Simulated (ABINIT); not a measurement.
Entries from a set of simulations; values are calculated unless marked as measured.

**Beyond one shot: Ca2H6Os (Fm-3m)**

Symmetry: Fm-3m, No. 225, cubic system. The conventional cell has a = 7.230 Å, b = 7.230 Å, c = 7.230 Å, α = 90.00°, β = 90.00°, γ = 90.00°. Nearest to Ca lie 12 H at 2.56 Å. H has 1 Os at 1.71 Å and 4 H at 2.42 Å and 4 Ca at 2.56 Å nearest. Nearest to Os lie 6 H at 1.71 Å. Farther neighbours, and contacts between anions beyond the nearest, are not listed.

```xyz
9
Lattice="0.0000 3.6148 3.6148 3.6148 0.0000 3.6148 3.6148 3.6148 0.0000" Properties=species:S:1:pos:R:3 pbc="T T T"
Ca    1.8074    1.8074    1.8074
Ca    5.4222    5.4222    5.4222
H     1.7147    3.6148    3.6148
H     5.5149    3.6148    3.6148
H     3.6148    1.7147    3.6148
H     3.6148    5.5149    3.6148
H     3.6148    3.6148    1.7147
H     3.6148    3.6148    5.5149
Os    0.0000    0.0000    0.0000
```

```yaml
method: RPA screening on PBEsol from quasiparticle energies, plane waves, norm-conserving pseudopotentials (and 5 further levels or steps)
program: ABINIT 10.8.3
settings: cutoff 33 Ha, PseudoDojo scalar-relativistic 0.4.1 standard, norm-conserving, ngkpt (2, 2, 2), nband 83, ecuteps 3.9 Ha, gwcalctyp 10, inclvkb 2, shiftk (0, 0, 0), symchi 1, awtr 1, frequency ppm, cycle 3, q points all but q = 0, 2×2×2 k-mesh
cost: 16 runs, 2.9 min in all on 4 MPI ranks of Arm Neoverse V2, shared host
notes: The program’s warnings: nproc spkpt=  >= nkpt= * nsppol=. The cell and positions are those that the Materials Project relaxed with its own functionals (PBE, PBE+U or r2SCAN), kept fixed. Limits: no spin polarisation; d states lean on the start; no spin-orbit coupling. The first cycle of evGW0 takes the full correction, without the factor Z, so it overshoots the one-shot value. The 2×2×2 mesh is coarse for this cell, which bears on the long-range parts of exchange and screening. The runs have no spin polarisation. For a closed low-spin shell that is the natural state; where a d or f shell is open it is a constraint, and the gap is then not the crystal’s own.
g0w0: 3.837 eV
evgw0_cycle_1: 4.068 eV
evgw0_cycle_2: 3.925 eV
evgw0_cycle_3: 3.936 eV
evgw0_cycle_4: 3.936 eV
evgw_cycle_1: 4.205 eV
evgw_cycle_2: 4.229 eV
evgw_cycle_3: 4.232 eV
known_limits: short of the basis limit; no spin polarisation; d states lean on the start; no spin-orbit coupling; coarse k mesh
```

Only the bands that the input lists are updated; the higher empty ones keep the functional's energies. The evGW loop starts from the last levels of evGW0, so its cycles and time come on top of those.

[Long decimals in the printed logs are rounded to 6 places.]

[Logs are printed without paths, hosts, clocks, repeated set-up lines and the standing remarks that a program may print on its own settings, such as how far it seeks lower states.]

[Paths, hosts, dates, memory and timing lines, banners, echoed tables and standing remarks are left out of the program output; an Ansatz launch command may be rebuilt from the run's recorded settings. Measured values are a selection of at most five: reports struck by readers or far from the other reports are left out. None is set beside runs whose start may be inverted or whose files or cutoffs have a known fault.]

[Runs of the session that timed out or met a known fault of the program may be left out.]

[Hosts, paths, dates, database ids (printed as entryN), source tags and the programs' standing remarks are cut or masked in the printed files.]

[G0W0 gaps are taken among the corrected bands and points alone; a level outside them can change the order at an edge.]

[Where Ansatz stands beside ABINIT at settings called matched, ABINIT's density can come from a denser mesh and the files from another edition; pairs whose starting gaps differed by over 0.03 eV were left out, so agreement reads better than it is.]
